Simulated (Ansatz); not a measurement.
# ZnS: which shell does photoemission see at 21.2 and 100 eV? (PBEsol)

The valence band of ZnS mixes several shells. Work out by hand which one leads the spectrum's area at each photon energy.

Filled states come from the projected DOS of Ansatz 0.2.0 (PBEsol, plane waves); cross sections σ and asymmetry parameters β are those of free atoms in a Dirac–Hartree–Slater calculation. A shell's area is states × σ × angular factor, which is 1 + β·P₂(cos θ) for linear light, with θ = 30° from the polarisation and P₂ = 0.625.

**At 21.2 eV** (states counted from 11.0 eV below the zero; other shells add 0.29 to the products' sum of 64.5):

```
shell  filled states a cell  cross section (Mb an electron)     β  angular factor  product  share by hand (%)  share in the simulated spectrum (%)
Zn 3d                 39.59                           0.394  0.01            1.01     15.7                 24                                   24
 S 3p                 20.80                            1.08  1.85            2.16     48.4                 75                                   75
```

**At 100 eV** (states counted from 14.6 eV below the zero; other shells add 2.1 to the products' sum of 49.5):

| shell | filled states a cell | cross section (Mb an electron) | β | angular factor | product | share by hand (%) | share in the simulated spectrum (%) |
| --- | --- | --- | --- | --- | --- | --- | --- |
| Zn 3d | 39.90 | 0.781 | 0.57 | 1.36 | 42.3 | 85 | 85 |
| S 3p | 20.84 | 0.128 | 1.47 | 1.92 | 5.11 | 10 | 10 |

S 3p leads at 21.2 eV and Zn 3d at 100 eV. Between the two energies σ of S 3p changes by a factor 0.12 and that of Zn 3d by 2.0, so their ratio moves 17-fold in favour of the second. The simulated spectrum uses the same rule on the energy-resolved DOS, so the two share columns agree within a few points.

Only crystals where the two columns agree within 4 points and the lead is clear are worked in this form. Free-atom cross sections ignore the solid's final states, no escape depth or background enters, and the count of states a shell hangs on the projection.

[Logs are printed without paths, hosts, clocks, repeated set-up lines and the standing remarks that a program may print on its own settings, such as how far it seeks lower states.]
